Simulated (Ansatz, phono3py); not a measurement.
# SrO (Fm-3m): solver, mesh and scattering choices in phono3py, part 5 of 5

The second- and third-order constants of SrO come from an earlier supercell run; what does phono3py make of them?

What experiment has found for this phase:
- thermal conductivity 12 W/m/K near room temperature (given in “Combining the AFLOW GIBBS and Elastic Libraries to efficiently and robustly screen thermo-mechanical properties of solids”, 2017, arXiv:1611.05714)
- thermal conductivity 12 W/m/K near room temperature (given in “Predicting the lattice thermal conductivity of solids by solving the Boltzmann transport equation: AFLOW - AAPL an automated, accurate and efficient framework”, 2017, arXiv:1611.05481)

Ansatz 0.2.0 and phono3py 4.10.0; DFT r2SCAN, scalar-relativistic, plane waves, PAW; PAW set soft_1 (the session's first sound run).

So far, κ at 300 K (W/m/K): step 3 (relaxation-time solution) 15.0; step 16 (q-mesh of the transport sums 19×19×19, solver LBTE) 15.3; step 17 (solver RTA with coherences (SMM19)) 15.1; step 18 (delta function Gaussian, sigma 0.05 THz) 15.0; step 19 (delta function Gaussian, sigma 0.2 THz) 13.8.

The database entry behind the starting cell differs from later determinations by our own check (about 0.5 % short), so it need not match the best structure at ambient conditions.

## Step 21: Without the dipole term, third order supercell 3×3×3, supercell 6×6×6

Level of this step: DFT r2SCAN, scalar-relativistic, plane waves, PAW; PAW set soft_1; phono3py on Ansatz's force constants (phono3py).

Dropping the dipole term tests how much its part of the interpolation matters for κ.

phono3py.yaml

```yaml
phono3py:
  version: "4.10.0"
  frequency_unit_conversion_factor: 15.633302
  symmetry_tolerance: 1.00000e-05

physical_unit:
  atomic_mass: "AMU"
  length: "angstrom"

space_group:
  type: "Fm-3m"
  number: 225
  Hall_symbol: "-F 4 2 3"

primitive_matrix:
- [  1.000000000000000,  0.000000000000000,  0.000000000000000 ]
- [  0.000000000000000,  1.000000000000000,  0.000000000000000 ]
- [  0.000000000000000,  0.000000000000000,  1.000000000000000 ]

supercell_matrix:
- [   3,   0,   0 ]
- [   0,   3,   0 ]
- [   0,   0,   3 ]

# [primitive_cell block left out]
unit_cell:
  lattice:
  - [     0.000000000000000,     2.580114853700000,     2.580114853700000 ] # a
  - [     2.580114853700000,     0.000000000000000,     2.580114853700000 ] # b
  - [     2.580114853700000,     2.580114853700000,     0.000000000000000 ] # c
  points:
  - symbol: Sr # 1
    coordinates: [  0.500000000000000,  0.500000000000000,  0.500000000000000 ]
    mass: 87.620000
    reduced_to: 1
  - symbol: O # 2
    coordinates: [  0.000000000000000,  0.000000000000000,  0.000000000000000 ]
    mass: 15.999000
    reduced_to: 2

# [supercell block left out]
phonon_supercell_matrix:
- [   6,   0,   0 ]
- [   0,   6,   0 ]
- [   0,   0,   6 ]

# [phonon_primitive_cell block left out]
# [phonon_supercell block left out]
nac:
  born_effective_charge:
  - # 1 (Sr)
    - [  2.412776631096058,  0.000000000000000,  0.000000000000000 ]
    - [  0.000000000000000,  2.412776631096058,  0.000000000000000 ]
    - [  0.000000000000000,  0.000000000000000,  2.412776631096058 ]
  - # 2 (O)
    - [ -2.412776631096058,  0.000000000000000,  0.000000000000000 ]
    - [  0.000000000000000, -2.412776631096058,  0.000000000000000 ]
    - [  0.000000000000000,  0.000000000000000, -2.412776631096058 ]
  dielectric_constant:
    - [  3.511817046854623,  0.000000000000000,  0.000000000000000 ]
    - [  0.000000000000000,  3.511817046854624,  0.000000000000000 ]
    - [  0.000000000000000,  0.000000000000000,  3.511817046854624 ]
  unit_conversion_factor: 14.399645
```

Started as:

```console
$ phono3py phono3py.yaml --mesh 21 21 21 --br --isotope --nonac --ts 100 300 600
```

What it wrote:

```text
Rust backend (phonors) using rayon (8 threads).
Running in phono3py.load mode.
Spglib version 2.8.0
----------------------------- General settings -----------------------------
Run mode: conductivity-RTA
HDF5 data compression filter: gzip
Crystal structure was read from "phono3py.yaml".
Supercell (dim): [3 3 3]
Phonon supercell (dim-fc2): [6 6 6]
Primitive matrix:
  [1. 0. 0.]
  [0. 1. 0.]
  [0. 0. 1.]
Spacegroup: Fm-3m (225)
Use -v option to watch primitive cell, unit cell, and supercell structures.
fc3 was read from "fc3.hdf5".
fc2 was read from "fc2.hdf5".
----------------------------- Force constants ------------------------------
Max drift of fc3: 0.00000300 (zzz) 0.00000300 (zzz) 0.00000300 (zzz)
Max drift of fc2: -0.00002100 (xx) -0.00002100 (xx)
--------------------------- Calculation settings ---------------------------
BZ integration: Tetrahedron-method
Temperature:  100.0  300.0  600.0
Cutoff frequency: 0.01
Mesh sampling: [ 21 21 21 ]
Generating grid system ... [ 21 21 21 ]
fc3-r2q-transformation over three atoms: True
--------------------------- Phonon calculations ----------------------------
Running harmonic phonon calculations...
-------------------- Lattice thermal conductivity (RTA) --------------------
Running heat capacity calculations...
Running velocity calculations...
Running isotope scattering calculations with tetrahedron method...
======================= Grid point 0 (1/286) =======================
q-point: ( 0.00  0.00  0.00)
Boundary mean free path (millimeter): 1000.000
Mass variance parameters: 6.10e-05 3.36e-05
Number of triplets: 286
Frequency     group velocity (x, y, z)     |gv|
  -0.008   (   0.000    0.000    0.000)    0.000
  -0.008   (   0.000    0.000    0.000)    0.000
  -0.008   (   0.000    0.000    0.000)    0.000
   6.414   (   0.000    0.000    0.000)    0.000
   6.414   (   0.000    0.000    0.000)    0.000
   6.414   (   0.000    0.000    0.000)    0.000
======================= Grid point 1 (2/286) =======================
q-point: ( 0.05  0.00  0.00)
Boundary mean free path (millimeter): 1000.000
Mass variance parameters: 6.10e-05 3.36e-05
Number of triplets: 891
Frequency     group velocity (x, y, z)     |gv|
   0.573   ( -20.255   20.255   20.255)   35.082
   0.573   ( -20.255   20.255   20.255)   35.082
   0.925   ( -33.212   33.212   33.212)   57.525
   6.479   (  -4.473    4.473    4.473)    7.747
   6.479   (  -4.473    4.473    4.473)    7.747
   7.933   ( -94.243   94.243   94.243)  163.234
[283 grid points left out]
======================= Grid point 2458 (286/286) =======================
q-point: ( 0.71  0.48  0.24)
Boundary mean free path (millimeter): 1000.000
Mass variance parameters: 6.10e-05 3.36e-05
Number of triplets: 2431
Frequency     group velocity (x, y, z)     |gv|
   4.369   (  -0.000    0.601    9.343)    9.362
   4.907   (   0.000   15.434    1.947)   15.556
   5.097   (  -0.000  -13.165   -8.758)   15.812
   8.429   (   0.000   19.133    1.968)   19.234
   8.599   (  -0.000  -17.427    3.671)   17.810
   9.740   (   0.000    3.502  -13.564)   14.009
=================== End of collection of collisions ===================
----------- Thermal conductivity (W/m-k) with tetrahedron method -----------
#  T(K)        xx         yy         zz         yz         xz         xy
  100.0      61.468     61.468     61.468      0.000      0.000     -0.000
  300.0      15.052     15.052     15.052      0.000      0.000     -0.000
  600.0       7.322      7.322      7.322      0.000      0.000     -0.000

Thermal conductivity related properties were written into
"kappa-m212121.hdf5".
Summary of calculation was written in "phono3py.yaml".
```

Wall time 42 s (8 threads of Intel Xeon Platinum 8375C at 2.90GHz (Ice Lake), shared host); peak memory 0.14 GiB.

This step gave:

```
κ at 300 K            : 15.05 W/m/K
κ xx, yy, zz at 300 K : 15.05, 15.05, 15.05 W/m/K
```

W/m/K. Kappa, by row:

| T (K) | xx | yy | zz | yz | xz | xy |
| --- | --- | --- | --- | --- | --- | --- |
| 100 | 61.47 | 61.47 | 61.47 | 0 | 0 | 0 |
| 300 | 15.05 | 15.05 | 15.05 | 0 | 0 | 0 |
| 600 | 7.322 | 7.322 | 7.322 | 0 | 0 | 0 |

κ at 300 K goes from 15.0 to 15.1 W/(m K). Only the interpolation between the solved wavevectors changes, and the fewer these are, the more it matters.

## Step 22: A changed mass, third order supercell 3×3×3, supercell 6×6×6

Changing one mass at fixed force constants separates the effect of mass from that of bonding.

phono3py.yaml is that of step 21.

Started as:

```console
$ phono3py phono3py.yaml --mesh 21 21 21 --br --mass 87.620 12.799 --ts 100 300 600
```

What it wrote:

```text
[banner, memory and clock lines left out]
Rust backend (phonors) using rayon (8 threads).
Running in phono3py.load mode.
Spglib version 2.8.0
----------------------------- General settings -----------------------------
Run mode: conductivity-RTA
HDF5 data compression filter: gzip
Crystal structure was read from "phono3py.yaml".
Supercell (dim): [3 3 3]
Phonon supercell (dim-fc2): [6 6 6]
Primitive matrix:
  [1. 0. 0.]
  [0. 1. 0.]
  [0. 0. 1.]
Spacegroup: Fm-3m (225)
Use -v option to watch primitive cell, unit cell, and supercell structures.
NAC parameters were read from "phono3py.yaml".
fc3 was read from "fc3.hdf5".
fc2 was read from "fc2.hdf5".
----------------------------- Force constants ------------------------------
Max drift of fc3: 0.00000300 (zzz) 0.00000300 (zzz) 0.00000300 (zzz)
Max drift of fc2: -0.00002100 (xx) -0.00002100 (xx)
--------------------------- Calculation settings ---------------------------
Non-analytical term correction (NAC): True
NAC unit conversion factor:  14.39964
BZ integration: Tetrahedron-method
Temperature:  100.0  300.0  600.0
Cutoff frequency: 0.01
Mesh sampling: [ 21 21 21 ]
Generating grid system ... [ 21 21 21 ]
fc3-r2q-transformation over three atoms: True
--------------------------- Phonon calculations ----------------------------
  PRB 50, 13035(R) (1994), PRB 55, 10355 (1997)
  G-cutoff distance: 1.28, Number of G-points: 307, Lambda: 0.25
Running harmonic phonon calculations...
-------------------- Lattice thermal conductivity (RTA) --------------------
Running heat capacity calculations...
Running velocity calculations...
======================= Grid point 0 (1/286) =======================
q-point: ( 0.00  0.00  0.00)
Boundary mean free path (millimeter): 1000.000
Number of triplets: 286
Frequency     group velocity (x, y, z)     |gv|
  -0.008   (   0.000    0.000    0.000)    0.000
  -0.008   (   0.000    0.000    0.000)    0.000
  -0.008   (   0.000    0.000    0.000)    0.000
   7.059   (   0.000    0.000    0.000)    0.000
   7.059   (   0.000    0.000    0.000)    0.000
   7.059   (   0.000    0.000    0.000)    0.000
======================= Grid point 1 (2/286) =======================
q-point: ( 0.05  0.00  0.00)
Boundary mean free path (millimeter): 1000.000
Number of triplets: 891
Frequency     group velocity (x, y, z)     |gv|
   0.569   ( -20.239   20.239   20.239)   35.055
   0.569   ( -20.239   20.239   20.239)   35.055
   0.944   ( -33.888   33.888   33.888)   58.695
   7.110   (  -3.679    3.679    3.679)    6.372
   7.110   (  -3.679    3.679    3.679)    6.372
  15.500   (   1.493   -1.493   -1.493)    2.585
[283 grid points left out]
======================= Grid point 2458 (286/286) =======================
q-point: ( 0.71  0.48  0.24)
Boundary mean free path (millimeter): 1000.000
Number of triplets: 2431
Frequency     group velocity (x, y, z)     |gv|
   4.344   (   0.000    0.258    9.390)    9.393
   4.924   (  -0.000   14.839    1.737)   14.941
   5.107   (   0.000  -12.467   -8.606)   15.149
   9.485   (  -0.000   20.855    1.581)   20.915
   9.631   (   0.000  -17.741    9.563)   20.154
  10.844   (  -0.000    3.416  -19.363)   19.662
=================== End of collection of collisions ===================
----------- Thermal conductivity (W/m-k) with tetrahedron method -----------
#  T(K)        xx         yy         zz         yz         xz         xy
  100.0      75.494     75.494     75.494      0.000      0.000     -0.000
  300.0      17.124     17.124     17.124      0.000      0.000     -0.000
  600.0       8.200      8.200      8.200      0.000      0.000     -0.000

Thermal conductivity related properties were written into
"kappa-m212121.hdf5".
Summary of calculation was written in "phono3py.yaml".
```

Wall time 39 s (8 threads); peak memory 0.14 GiB; 4.5 min of CPU time.

This step gave:

- κ at 300 K: 17.12 W/m/K
- κ xx, yy, zz at 300 K: 17.12, 17.12, 17.12 W/m/K

W/m/K. Kappa, by row:

| T (K) | xx | yy | zz | yz | xz | xy |
| --- | --- | --- | --- | --- | --- | --- |
| 100 | 75.49 | 75.49 | 75.49 | 0 | 0 | 0 |
| 300 | 17.12 | 17.12 | 17.12 | 0 | 0 | 0 |
| 600 | 8.2 | 8.2 | 8.2 | 0 | 0 | 0 |

Without isotope scattering in either run, κ at 300 K goes from 15.0 to 17.1 W/(m K).

## Step 23: Mass disorder, third order supercell 3×3×3, supercell 6×6×6

A typed mass variance takes the place of the natural one on the sites of one element, as a model of more or less disorder.

phono3py.yaml is that of step 22.

Started as:

```console
$ phono3py phono3py.yaml --mesh 21 21 21 --br --isotope --mv 0.03 3.359e-05 --ts 100 150 200 300 400 500 600 800
```

What it wrote:

```text
[banner, memory and clock lines left out]
Rust backend (phonors) using rayon (8 threads).
Running in phono3py.load mode.
Spglib version 2.8.0
----------------------------- General settings -----------------------------
Run mode: conductivity-RTA
HDF5 data compression filter: gzip
Crystal structure was read from "phono3py.yaml".
Supercell (dim): [3 3 3]
Phonon supercell (dim-fc2): [6 6 6]
Primitive matrix:
  [1. 0. 0.]
  [0. 1. 0.]
  [0. 0. 1.]
Spacegroup: Fm-3m (225)
Use -v option to watch primitive cell, unit cell, and supercell structures.
NAC parameters were read from "phono3py.yaml".
fc3 was read from "fc3.hdf5".
fc2 was read from "fc2.hdf5".
----------------------------- Force constants ------------------------------
Max drift of fc3: 0.00000300 (zzz) 0.00000300 (zzz) 0.00000300 (zzz)
Max drift of fc2: -0.00002100 (xx) -0.00002100 (xx)
--------------------------- Calculation settings ---------------------------
Non-analytical term correction (NAC): True
NAC unit conversion factor:  14.39964
BZ integration: Tetrahedron-method
Temperature:  100.0  150.0  200.0  300.0  400.0 ... 800.0
Cutoff frequency: 0.01
Mesh sampling: [ 21 21 21 ]
Generating grid system ... [ 21 21 21 ]
fc3-r2q-transformation over three atoms: True
--------------------------- Phonon calculations ----------------------------
  PRB 50, 13035(R) (1994), PRB 55, 10355 (1997)
  G-cutoff distance: 1.28, Number of G-points: 307, Lambda: 0.25
Running harmonic phonon calculations...
-------------------- Lattice thermal conductivity (RTA) --------------------
Running heat capacity calculations...
Running velocity calculations...
Running isotope scattering calculations with tetrahedron method...
======================= Grid point 0 (1/286) =======================
q-point: ( 0.00  0.00  0.00)
Boundary mean free path (millimeter): 1000.000
Mass variance parameters: 3.00e-02 3.36e-05
Number of triplets: 286
Frequency     group velocity (x, y, z)     |gv|
  -0.008   (   0.000    0.000    0.000)    0.000
  -0.008   (   0.000    0.000    0.000)    0.000
  -0.008   (   0.000    0.000    0.000)    0.000
   6.414   (   0.000    0.000    0.000)    0.000
   6.414   (   0.000    0.000    0.000)    0.000
   6.414   (   0.000    0.000    0.000)    0.000
======================= Grid point 1 (2/286) =======================
q-point: ( 0.05  0.00  0.00)
Boundary mean free path (millimeter): 1000.000
Mass variance parameters: 3.00e-02 3.36e-05
Number of triplets: 891
Frequency     group velocity (x, y, z)     |gv|
   0.561   ( -19.964   19.964   19.964)   34.578
   0.561   ( -19.964   19.964   19.964)   34.578
   0.929   ( -33.376   33.376   33.376)   57.810
   6.455   (  -3.035    3.035    3.035)    5.257
   6.455   (  -3.035    3.035    3.035)    5.257
  14.081   (   1.518   -1.518   -1.518)    2.630
[283 grid points left out]
======================= Grid point 2458 (286/286) =======================
q-point: ( 0.71  0.48  0.24)
Boundary mean free path (millimeter): 1000.000
Mass variance parameters: 3.00e-02 3.36e-05
Number of triplets: 2431
Frequency     group velocity (x, y, z)     |gv|
   4.344   (   0.000    0.277    9.388)    9.392
   4.924   (  -0.000   14.829    1.736)   14.930
   5.106   (   0.000  -12.370   -8.570)   15.049
   8.484   (  -0.000   18.671    1.416)   18.725
   8.615   (   0.000  -15.982    8.570)   18.135
   9.700   (  -0.000    2.961  -17.400)   17.650
=================== End of collection of collisions ===================
----------- Thermal conductivity (W/m-k) with tetrahedron method -----------
#  T(K)        xx         yy         zz         yz         xz         xy
  100.0      16.886     16.886     16.886      0.000     -0.000     -0.000
  150.0      13.032     13.032     13.032      0.000     -0.000     -0.000
  200.0      10.782     10.782     10.782      0.000     -0.000     -0.000
  300.0       8.155      8.155      8.155      0.000     -0.000     -0.000
  400.0       6.624      6.624      6.624      0.000     -0.000     -0.000
  500.0       5.606      5.606      5.606      0.000     -0.000     -0.000
  600.0       4.874      4.874      4.874      0.000     -0.000     -0.000
  800.0       3.885      3.885      3.885      0.000     -0.000     -0.000

Thermal conductivity related properties were written into
"kappa-m212121.hdf5".
Summary of calculation was written in "phono3py.yaml".
```

Run time: 42 s. Hardware: 8 threads; peak memory 0.14 GiB.

Numbers from this step:

```yaml
kappa_at_300_k: 8.155 W/m/K
kappa_xx_yy_zz_at_300_k: 8.155, 8.155, 8.155 W/m/K
```

W/m/K. Kappa, by row:

| T (K) | xx | yy | zz | yz | xz | xy |
| --- | --- | --- | --- | --- | --- | --- |
| 100 | 16.89 | 16.89 | 16.89 | 0 | 0 | 0 |
| 150 | 13.03 | 13.03 | 13.03 | 0 | 0 | 0 |
| 200 | 10.78 | 10.78 | 10.78 | 0 | 0 | 0 |
| 300 | 8.155 | 8.155 | 8.155 | 0 | 0 | 0 |
| 400 | 6.624 | 6.624 | 6.624 | 0 | 0 | 0 |
| 500 | 5.606 | 5.606 | 5.606 | 0 | 0 | 0 |
| 600 | 4.874 | 4.874 | 4.874 | 0 | 0 | 0 |
| 800 | 3.885 | 3.885 | 3.885 | 0 | 0 | 0 |

κ at 300 K goes from 15.0 in the base run to 8.15 W/(m K).

## Step 24: A faulty attempt, third order supercell 3×3×3, supercell 6×6×6

This input was changed on purpose, to see how the program answers.

phono3py.yaml is that of step 23.

Started as:

```console
$ phono3py phono3py.yaml --mesh 1 1 1 --br --ts 300
```

What it wrote:

```text
[banner, memory and clock lines left out]
Rust backend (phonors) using rayon (8 threads).
Running in phono3py.load mode.
Spglib version 2.8.0
----------------------------- General settings -----------------------------
Run mode: conductivity-RTA
HDF5 data compression filter: gzip
Crystal structure was read from "phono3py.yaml".
Supercell (dim): [3 3 3]
Phonon supercell (dim-fc2): [6 6 6]
Primitive matrix:
  [1. 0. 0.]
  [0. 1. 0.]
  [0. 0. 1.]
Spacegroup: Fm-3m (225)
Use -v option to watch primitive cell, unit cell, and supercell structures.
NAC parameters were read from "phono3py.yaml".
fc3 was read from "fc3.hdf5".
fc2 was read from "fc2.hdf5".
----------------------------- Force constants ------------------------------
Max drift of fc3: 0.00000300 (zzz) 0.00000300 (zzz) 0.00000300 (zzz)
Max drift of fc2: -0.00002100 (xx) -0.00002100 (xx)
--------------------------- Calculation settings ---------------------------
Non-analytical term correction (NAC): True
NAC unit conversion factor:  14.39964
BZ integration: Tetrahedron-method
Temperature:  300.0
Cutoff frequency: 0.01
Mesh sampling: [ 1 1 1 ]
Generating grid system ... [ 1 1 1 ]
fc3-r2q-transformation over three atoms: True
--------------------------- Phonon calculations ----------------------------
  PRB 50, 13035(R) (1994), PRB 55, 10355 (1997)
  G-cutoff distance: 1.28, Number of G-points: 307, Lambda: 0.25
Running harmonic phonon calculations...
-------------------- Lattice thermal conductivity (RTA) --------------------
Running heat capacity calculations...
Running velocity calculations...
======================= Grid point 0 (1/1) =======================
q-point: ( 0.00  0.00  0.00)
Boundary mean free path (millimeter): 1000.000
Number of triplets: 1
Frequency     group velocity (x, y, z)     |gv|
  -0.008   (   0.000    0.000    0.000)    0.000
  -0.008   (   0.000    0.000    0.000)    0.000
  -0.008   (   0.000    0.000    0.000)    0.000
   6.414   (   0.000    0.000    0.000)    0.000
   6.414   (   0.000    0.000    0.000)    0.000
   6.414   (   0.000    0.000    0.000)    0.000
=================== End of collection of collisions ===================
----------- Thermal conductivity (W/m-k) with tetrahedron method -----------
#  T(K)        xx         yy         zz         yz         xz         xy
  300.0       0.000      0.000      0.000      0.000      0.000      0.000

Thermal conductivity related properties were written into
"kappa-m111.hdf5".
Summary of calculation was written in "phono3py.yaml".
```

It took 3.5 s on 8 threads; peak memory 0.14 GiB; 3.5 s of CPU time.

The run finished. A setting was moved off its sound value on purpose, so it serves as a test and not as the result.

The fault put into the input: one q point.

## Step 25: What came out

| Property | Result |
| --- | --- |
| κ at 300 K, RTA, natural isotopes, mesh 21×21×21 | 15.0 W/m/K |
| κ at 300 K, RTA, pure, mesh 21×21×21 | 15.0 W/m/K |
| κ at 300 K, LBTE, mesh 19×19×19 | 15.3 W/m/K |
| κ at 300 K, with coherences, mesh 21×21×21 | 15.1 W/m/K |
| κ at 300 K, no dipole term, mesh 21×21×21 | 15.1 W/m/K |

**Reading.** On these constants κ of SrO at 300 K is 15.0 W/(m K) in the base run, by relaxation time; smearing and coherences move that between 13.8 and 15.1. The full solution gives 15.3 W/(m K) (phono3py, mesh 19×19×19). On the same constants and mesh Ansatz's figure, which includes its coherence part, and phono3py's, which doesn't, differ by up to 3.2 %; with phono3py's own coherence part added, which is defined differently, the largest difference is 0.12 %. The last step of the mesh series (23 to 31) moves κ at 300 K by -1.1 %, while the coarsest mesh gives 51 % of the densest value. Normal processes make 50 % of the three-phonon scattering at 300 K, weighting modes by their heat capacity. A boundary length of 0.1 µm leaves 49 % of κ at 300 K. A boundary length of 100 µm leaves 99 % of κ at 300 K. Scaling the mass of O by 0.8 at fixed force constants, a model exercise, multiplies the isotope-free κ by 1.14. A mass variance of 0.03 on the Sr sites, typed in place of the natural one, gives 54 % of the base value. A measured thermal conductivity near room temperature is 12 W/m/K (arXiv:1611.05714); the calculated 15.3 W/m/K differs by +28 %. Four-phonon, defect and boundary scattering, which are left out, would lower the calculated value; thermal expansion is left out too. The PAW files were made for PBE and are used here under another functional, for which the program regenerates the frozen cores.

[Logs are printed without paths, hosts, clocks, repeated set-up lines and the standing remarks that a program may print on its own settings, such as how far it seeks lower states.]

[Hosts, paths, dates, database ids (printed as entryN), source tags and the programs' standing remarks are cut or masked in the printed files.]

[A step with changed settings may run another functional than the one named; its input shows which.]
